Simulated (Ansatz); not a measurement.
# Screening in TiO2 (Anatase)

Wanted: ε∞ of TiO2 (Anatase) from perturbation theory and the RPA step of G0W0, with cost.

Program: Ansatz 0.2.0. Level of theory: linear response on PBE, plane waves, PAW. Results are calculated unless marked as measured.

## (1) Set-up

The structure is tetragonal, space group I4_1/amd (No. 141). The conventional cell has a = 3.784 Å, b = 3.784 Å, c = 9.515 Å, α = 90.00°, β = 90.00°, γ = 90.00°. Nearest to Ti lie 6 O at 1.93 to 1.98 Å. Nearest to O lie 3 Ti at 1.93 to 1.98 Å. Farther neighbours and most contacts between anions are not listed.

The cell and positions come from the Crystallography Open Database and are kept as given unless a step says otherwise. The default PAW set here is soft_2. Its files were made with PBE.

## (2) Response to a homogeneous field

ε∞ sets how strongly the crystal screens. Perturbation theory gives it with local fields and without a sum over empty bands.

This step: dielectric response by perturbation theory, PBE, plane waves, PAW.

input.yaml

```yaml
crystal:
  lattice:
    - [-1.8921, 1.8921, 4.7573]
    - [1.8921, -1.8921, 4.7573]
    - [1.8921, 1.8921, -4.7573]
  atoms:
    - { symbol: Ti, position: [0.0, 0.0, 0.0] }
    - { symbol: Ti, position: [0.75, 0.25, 0.5] }
    - { symbol: O, position: [0.2081, 0.2081, 0.0] }
    - { symbol: O, position: [0.9581, 0.4581, 0.5] }
    - { symbol: O, position: [0.5419, 0.0419, 0.5] }
    - { symbol: O, position: [0.7919, 0.7919, 0.0] }
kpoints:
  mp_grid: { grid: [8, 8, 8] }
hamiltonian:
  xc: pbe
scf:
  occupations: { method: fixed }
dielectric: {}
```

Started as:

```bash
ansatz run input.yaml --threads 3 --pin off --max-ram 64512MiB --backend cuda --events-out ev --progress --plain --runs-dir out --devices 1 --max-vram 24GiB  # rebuilt from the run's record
```

Numbers of over 12 decimals in the logs are rounded to 6 here.

Log:

```text
GPUs: using 1 of 1 available (devices: 1).
Engine: ansatz 0.2.0, x86_64-unknown-linux-gnu
Pseudopotentials: kind: paw
Pseudopotential: Ti, paw, valence charge 12, recommended cutoff 420 eV (normal), Ti.paw.azcp
Pseudopotential: O, paw, valence charge 6, recommended cutoff 420 eV (normal), O.paw.azcp
Functional definition: PBE
  parameter kappa = 0.804
  parameter beta = 0.066725
  exchange = pbe_x(kappa = kappa, mu = beta*pi^2/3)
  correlation = pbe_c(beta = beta)
device memory: the entry about to start is reckoned to put 3.4 GiB on a device that reports 74.6 GiB free (of which the cap on the GPU budget leaves the run 24.0 GiB)
GPU FFT provider: cuFFT
GPU libraries: cuBLAS 13.8.1, cuFFT 12.4.0, cuSOLVER 12.3.2
Crystal: 6 atoms, lattice volume = 68.125 Å³
Basis set: ecut = 420 eV, 1315 PW (Γ), exchange–correlation on 80×80×80 points (8 copies of the dense FFT grid, shifted against one another)
Bands: 30, of which v1, the nominal top of the filled ones, is band 24 counted from 1 (23 counted from 0)
Symmetry: 16 space group operations
k-points: 150 of 512 (irreducible under 2 space group operations, time reversal used)
Non-local potential: Ti, projectors of the file, l = 0: 3, l = 1: 2, l = 2: 3, l = 3: 1
Non-local potential: O, projectors of the file, l = 0: 2, l = 1: 2, l = 2: 1
PAW form: soft (Blöchl's): semilocal exchange-correlation on the pseudo side does not see the compensation charge
PAW one-centre angular grid: Ti, 590 points (default); XC on 64 Gauss nodes
PAW one-centre angular grid: O, 110 points (default); XC on 64 Gauss nodes
Initial density: superposition of atomic densities (neutral atoms: chi_scale 0, normalization atom), corrected by the library's trained network
Initial wavefunctions: pseudopotential atomic-orbital guess
GPU buffer pool allocated for 64000 grid points (all kernels)
GPU transforms: local potential and band sums: pruned to the plane-wave sphere, on 40×40×40
Functional: x = pbe(κ = 0.804, μ = 0.219515), c = pbe(β = 0.066725)
SCF iter   1: F=—  HF=-7277.469006 eV  |F-HF|=—  |Δ(HF+E_count)|=         —  Δρ=3.45e-3  dr2=3.20e-3  ethr=1.77e-3  ⟨swp⟩=4.1  Hψ=16894  notcnv=0  defer=338
preconditioner: auto → none  [insulator: Δε(μ)=2.180 eV  Ē_g=9.667 eV  n_scr=14 (ndim 8)  ℏωp=25.4 eV  f_vac=0.102  ε∞_Penn≈7.9]
SCF iter   2: F=—  HF=-7277.470728 eV  |F-HF|=—  |Δ(HF+E_count)|=   1.72e-3  Δρ=2.68e-3  dr2=3.69e-3  ethr=6.66e-6  ⟨swp⟩=3.2  Hψ=9544  notcnv=0  defer=598
SCF iter   3: F=—  HF=-7277.470657 eV  |F-HF|=—  |Δ(HF+E_count)|=   7.13e-5  Δρ=1.46e-3  dr2=9.79e-4  ethr=6.66e-6  ⟨swp⟩=2.0  Hψ=6877  notcnv=0  defer=599
SCF iter   4: F=—  HF=-7277.470860 eV  |F-HF|=—  |Δ(HF+E_count)|=   2.03e-4  Δρ=5.97e-4  dr2=1.54e-4  ethr=2.04e-6  ⟨swp⟩=2.0  Hψ=5989  notcnv=0  defer=600
SCF iter   5: F=—  HF=-7277.470706 eV  |F-HF|=—  |Δ(HF+E_count)|=   1.54e-4  Δρ=1.19e-4  dr2=5.63e-6  ethr=3.22e-7  ⟨swp⟩=2.0  Hψ=5593  notcnv=0  defer=307
SCF iter   6: F=—  HF=-7277.470787 eV  |F-HF|=—  |Δ(HF+E_count)|=   8.09e-5  Δρ=1.13e-5  dr2=4.86e-8  ethr=1.17e-8  ⟨swp⟩=2.0  Hψ=6298  notcnv=0  defer=300
SCF iter   7: F=—  HF=-7277.470787 eV  |F-HF|=—  |Δ(HF+E_count)|=   4.19e-8  Δρ=1.47e-6  dr2=5.02e-10  ethr=1.01e-10  ⟨swp⟩=2.2  Hψ=7711  notcnv=0  defer=300
SCF iter   8: F=-7277.470787 eV  HF=-7277.470787 eV  |F-HF|=7.00e-11  |Δ(HF+E_count)|=   1.04e-9  Δρ=3.38e-7  dr2=2.68e-11  ethr=1.00e-12  ⟨swp⟩=8.8  Hψ=15104  notcnv=0
SCF 1 converged in 8 iterations: F = -7277.470787 eV  dr2 = 2.68e-11
  greatest PAW one-centre occupation: 0.999 electrons in one spin orbital (limit 2), on the Ti atom at site 1 (counted from 0), in its partial waves of l = 0
the response reads at least the filled bands of the reference SCF and the lowest empty band at each k-point, and that SCF's band table does not vouch for those bands. The notice of the band table in this run's record says why
device memory: the entry about to start is reckoned to put 0.6 GiB on a device that reports 73.8 GiB free (of which the cap on the GPU budget leaves the run 23.9 GiB)
NSCF: frozen V_eff on 1 k-points
device memory: the entry about to start is reckoned to put 0.6 GiB on a device that reports 73.5 GiB free (of which the cap on the GPU budget leaves the run 23.9 GiB)
NSCF: frozen V_eff on 1 k-points
device memory: the entry about to start is reckoned to put 0.1 GiB (of the 0.2 GiB reckoned in all, the device holds 0.1 GiB already) on a device that reports 73.5 GiB free (of which the cap on the GPU budget leaves the run 23.9 GiB)
device memory: the entry about to start is reckoned to put 2.2 GiB (of the 2.3 GiB reckoned in all, the device holds 0.1 GiB already) on a device that reports 73.5 GiB free (of which the cap on the GPU budget leaves the run 23.9 GiB)
DFPT response loops at Γ: preconditioner auto → Resta (q_TF=auto, 2.574 Å⁻¹)  ε∞=5.3 (no band partly filled); β = 1.00, the filter's whole step (`scf.mixing.beta` (0.50) is not read by the response loops at its default; to damp them type it under 1.00, their step now; it binds the ground state too); Broyden in place of MSR1
── the response to a field inside a basis, on 8×8×8 k-points: an SCF that follows is theirs, and a resumed run solves both again ──
device memory: the entry about to start is reckoned to put 0.3 GiB on a device that reports 67.1 GiB free (of which the cap on the GPU budget leaves the run 23.9 GiB)
GPU FFT provider: cuFFT
GPU libraries: cuBLAS 13.8.1, cuFFT 12.4.0, cuSOLVER 12.3.2
Bands: 25, of which v1, the nominal top of the filled ones, is band 24 counted from 1 (23 counted from 0)
k-points: 56 of 512
Initial density: handed on by an earlier stage of this run
Initial wavefunctions: pseudopotential atomic-orbital guess (no wavefunctions were taken with the density)
GPU buffer pool allocated for 64000 grid points (all kernels)
GPU transforms: band sums: pruned to the plane-wave sphere, on 40×40×40
Eigensolver: Dense (56 Hₖ)
SCF iter   1: F=—  HF=-7277.453948 eV  |F-HF|=—  |Δ(HF+E_count)|=         —  Δρ=4.24e-4  dr2=2.44e-5  ethr=1.00e-1
preconditioner: auto → none  [insulator: Δε(μ)=2.161 eV  Ē_g=9.012 eV  n_scr=14 (ndim 8)  ℏωp=25.4 eV  f_vac=0.101  ε∞_Penn≈9.0]
SCF iter   2: F=—  HF=-7277.453956 eV  |F-HF|=—  |Δ(HF+E_count)|=   7.90e-6  Δρ=2.20e-4  dr2=2.46e-5  ethr=5.07e-8
SCF iter   3: F=—  HF=-7277.453959 eV  |F-HF|=—  |Δ(HF+E_count)|=   3.33e-6  Δρ=2.11e-4  dr2=2.15e-5  ethr=5.07e-8
SCF iter   4: F=—  HF=-7277.453956 eV  |F-HF|=—  |Δ(HF+E_count)|=   2.91e-6  Δρ=2.47e-5  dr2=1.55e-7  ethr=4.47e-8
SCF iter   5: F=-7277.453956 eV  HF=-7277.453956 eV  |F-HF|=6.97e-9  |Δ(HF+E_count)|=   1.27e-7  Δρ=4.56e-6  dr2=4.38e-9  ethr=3.23e-10
SCF 1 converged in 5 iterations: F = -7277.453956 eV  dr2 = 4.38e-9
device memory: the entry about to start is reckoned to put 0.1 GiB (of the 0.1 GiB reckoned in all, the device holds 0.1 GiB already) on a device that reports 67.1 GiB free (of which the cap on the GPU budget leaves the run 23.8 GiB)
device memory: the entry about to start is reckoned to put 2.3 GiB on a device that reports 67.1 GiB free (of which the cap on the GPU budget leaves the run 23.7 GiB)
DFPT response loops at Γ: mixed as the last ones told, above
SCF converged after 8 iterations
Free energy (F): -7277.470787 eV
Harris-Foulkes:  -7277.470787 eV  (|F-HF|=7.00e-11)
Internal energy: -7277.470787 eV  (E = F + TS)
E sigma→0 (E₀):  -7277.470787 eV
Fermi energy:    7.292414 eV
--- Per-component energies (eV) ---
  E_band       = -455.208859
  E_kinetic    = 1248.479775
  E_local      = -3570.336778  (includes V_loc(G=0)·N_el)
  E_nonlocal   = 196.560279
  E_hartree    = 1385.286610
  E_xc         = -492.965126
  E_vxc        = -624.309369  (∫ρ·V_xc dr)
  E_paw        = -2722.310052  (= ΣΔE_a)
  E_vpaw       = -476.186196  (= ΣTr[D̂ρ^β])
  E_aug_tail   = 0.010058  (compensation charges beyond the density's cutoff)
  E_ewald      = -3322.195552
  E_smearing   = -0.000000  (= −TS)
  E_closure    = 0.000000  (closes the sum)
  Σ components = -7277.470787   (vs F -7277.470787, Δ=0.00e0)
--- Band table (eV; the first three rows and the last of 150) ---
  k-point 0: bands = [... 20 lower, 6.5768, 6.5768, 6.8602, 6.8602, 9.4571, 10.1978, 11.3380, 11.3380, ... 2 higher]
  k-point 1: bands = [... 20 lower, 6.2459, 6.2518, 6.6209, 7.0270, 10.0698, 10.2790, 10.7822, 11.1137, ... 2 higher]
  k-point 2: bands = [... 20 lower, 5.4957, 6.3712, 6.7340, 7.0822, 10.3252, 10.4758, 10.8550, 11.0811, ... 2 higher]
  k-point 149: bands = [... 20 lower, 6.0736, 6.0736, 7.2096, 7.2096, 9.8145, 9.8145, 11.1182, 11.1182, ... 2 higher]
--- Dielectric response (ions clamped): 3 representative field directions + reference, inside a basis on a mesh of 512 k-points (Σ response iterations 15) ---
  ε∞ (high-frequency dielectric tensor):
        6.793960    -0.000000     0.000000
       -0.000000     6.793960    -0.000000
        0.000000    -0.000000     6.245786
  Born effective charges Z* (e; rows j = field, columns β = displacement):
    site 0:
         6.55165   -0.00000    0.00000
        -0.00000    6.55165   -0.00000
         0.00000   -0.00000    5.76179
    site 1:
         6.55165   -0.00000    0.00000
        -0.00000    6.55165   -0.00000
         0.00000   -0.00000    5.76179
    site 2:
        -1.12232    0.00000   -0.00000
         0.00000   -5.42932    0.00000
         0.00000    0.00000   -2.88090
    site 3:
        -5.42932    0.00000   -0.00000
        -0.00000   -1.12232    0.00000
        -0.00000    0.00000   -2.88090
    site 4:
        -1.12232    0.00000   -0.00000
         0.00000   -5.42932    0.00000
         0.00000    0.00000   -2.88090
    site 5:
        -5.42932    0.00000   -0.00000
        -0.00000   -1.12232    0.00000
        -0.00000    0.00000   -2.88090
  Z* charge neutrality: 9.166e-3 e pre-enforcement
  solved inside a basis spanned on kpoints, on 8×8×8 k-points, its susceptibility summed on 8×8×12: ε∞ is read to err by 2.6e-2, Z* by 3.3e-2 e (field_mesh: kpoints solves on kpoints); Z* is corrected for what the basis lacks
```

Run time: 35 s. Hardware: 1 × NVIDIA H100 80GB HBM3 (shared by 3 runs) with 3 threads of AMD EPYC 7R13 (Zen 3), shared host; peak memory 2.1 GiB; 71 s of CPU time.

This step gave:

| Property | Result |
| --- | --- |
| stated error of ε∞ | 0.026 |

One over ε∞ averages 0.15, under the quarter of exact exchange in PBE0, which by this rule of thumb may open the gap too far.

High-frequency dielectric tensor:

```
6.79 0.00 0.00
0.00 6.79 0.00
0.00 0.00 6.25
```

Born effective charge (e), principal values of the symmetric part by kind of site:

| atom | atoms with these values | low | middle | high | mean |
| --- | --- | --- | --- | --- | --- |
| Ti1 | 2 | 5.76 | 6.55 | 6.55 | 6.29 |
| O3 | 4 | -5.43 | -2.88 | -1.12 | -3.14 |

In full for O3:

```
-1.12  0.00  0.00
 0.00 -5.43  0.00
 0.00  0.00 -2.88
```

## (3) RPA screening from the G0W0 run

G0W0 replaces the xc potential by the self-energy, built once from these orbitals. Only a window of levels is corrected, while the sums run over the empty bands that the input names.

This step: G0W0 on PBE, plane waves, PAW.

input.yaml: that of step 2 with these lines changed.

```diff
@@ -13,3 +13,3 @@
 kpoints:
-  mp_grid: { grid: [8, 8, 8] }
+  mp_grid: { grid: [6, 6, 6] }
 hamiltonian:
@@ -18,2 +18,7 @@
   occupations: { method: fixed }
-dielectric: {}
+gw:
+  n_empty_bands: 437
+  ecut_chi: 200.0
+  qp_bands: [v2, c2]
+  qp_kpoints: band_edges
+  screening: { model: contour_deformation }
```

Log:

```text
GPUs: using 1 of 1 available (devices: 1).
[...]
GPU FFT provider: cuFFT
GPU libraries: cuBLAS 13.8.1, cuFFT 12.4.0, cuSOLVER 12.3.2
Crystal: 6 atoms, lattice volume = 68.125 Å³
Basis set: ecut = 420 eV, 1315 PW (Γ)
Bands: 30, of which v1, the nominal top of the filled ones, is band 24 counted from 1 (23 counted from 0)
[... 1 set-up line as in the run before ...]
[...]
k-points: 30 of 216
[...]
1    26     10.3998   -14.3012    -6.6106   -21.9275  0.7082    11.4393    11.4156  root
[...]
29    23      7.2097   -26.1440     4.3144   -21.3790  0.7110     6.7550     6.7591  root
    29    24      7.2097   -26.1440     4.3144   -21.3790  0.7110     6.7550     6.7591  root
    29    25      9.8146   -13.2308    -7.0880   -21.4109  0.7191    10.9325    10.9066  root
    29    26      9.8146   -13.2308    -7.0880   -21.4109  0.7191    10.9325    10.9066  root
[key lines of the parts left out:]
SCF converged after 6 iterations
Free energy (F): -7277.471112 eV
Fermi energy:    7.290149 eV
```

The job ended after 66 s (1 × NVIDIA H100 80GB HBM3 (shared by 3 runs) with 3 threads; peak memory 2.6 GiB).

Numbers from this step:

```
bands summed                                 : 461
RPA ε∞ on this mesh (eigenvalues)            : 5.996, 6.550, 6.550
plane waves in the screening matrix          : 447
G0W0 gap on the mesh                         : 3.654 eV
k of the valence top                         : 0, 0, -0.5
k of the conduction bottom                   : 0, 0, 0
starting gap on the mesh                     : 2.167 eV
least direct G0W0 gap on the computed points : 3.991 eV
```

The gap on the mesh goes from 2.17 eV to 3.65 eV, a correction of +1.49 eV. Between the two edge states, bare exchange in place of the xc potential would open the gap by 12.59 eV, and correlation takes back 11.10 eV.

Mean over the mesh in bins of 0.25 1/Å. Static inverse dielectric function, diagonal against length of q+G:

length of q+G (Å⁻¹), static inverse dielectric function, diagonal and a bar from the least value:
```
     0.28      0.178 
     0.52      0.218 ##
     0.76      0.274 ####
     0.99      0.338 ######
     1.23      0.407 #########
     1.49      0.480 ###########
     1.76      0.551 ##############
     2.01      0.611 ################
     2.26      0.663 ##################
     2.50      0.708 ####################
     2.75      0.746 #####################
     3.00      0.779 #######################
     3.25      0.807 ########################
     3.50      0.830 ########################
     3.75      0.850 #########################
     4.00      0.866 ##########################
     4.25      0.881 ##########################
     4.50      0.894 ###########################
     4.75      0.906 ###########################
     5.00      0.917 ############################
     5.26      0.927 ############################
     5.50      0.936 ############################
     5.75      0.944 #############################
     6.00      0.951 #############################
     6.25      0.958 #############################
     6.50      0.964 ##############################
     6.75      0.969 ##############################
     7.00      0.974 ##############################
     7.19      0.977 ##############################
```

## (4) The values together

Times are wall times on 1 × NVIDIA H100 80GB HBM3 (shared by 3 runs) with 3 threads of AMD EPYC 7R13 (Zen 3), shared host, good to a factor of about two.

| method | mesh | ε∞, low | middle | high | mean | time |
| --- | --- | --- | --- | --- | --- | --- |
| perturbation theory (local fields and xc kernel) | 8×8×8 (response on 512 points) | 6.25 | 6.79 | 6.79 | 6.61 | 35 s |
| RPA with local fields, on the GW mesh | 6×6×6 | 6.00 | 6.55 | 6.55 | 6.37 | 66 s |

## (5) What came out

* perturbation theory (local fields and xc kernel): 6.25, 6.79, 6.79
* RPA with local fields, on the GW mesh: 6.00, 6.55, 6.55

What this shows: Mean Born effective charge: Ti1 6.29, O3 -3.14 e. The RPA values on the 6×6×6 mesh average 0.96 times those of perturbation theory (means 6.37 and 6.61). Without the xc kernel RPA should lie a little lower, as the mean does. PBE usually puts the gap too low, which tends to raise ε∞. Ions are clamped, so the lattice part of the static constant is not in these numbers.

[Paths, hosts, dates, memory and timing lines, banners, echoed tables and standing remarks are left out of the program output.]

[Logs are printed without paths, hosts, clocks, repeated set-up lines and the standing remarks that a program may print on its own settings, such as how far it seeks lower states.]

[Runs of the session that timed out or met a known fault of the program may be left out.]

[Cells called generated may have been cut or substituted from an entry of the Crystallography Open Database or the Materials Project.]

[Hosts, paths, dates, database ids (printed as entryN), source tags and the programs' standing remarks are cut or masked in the printed files.]
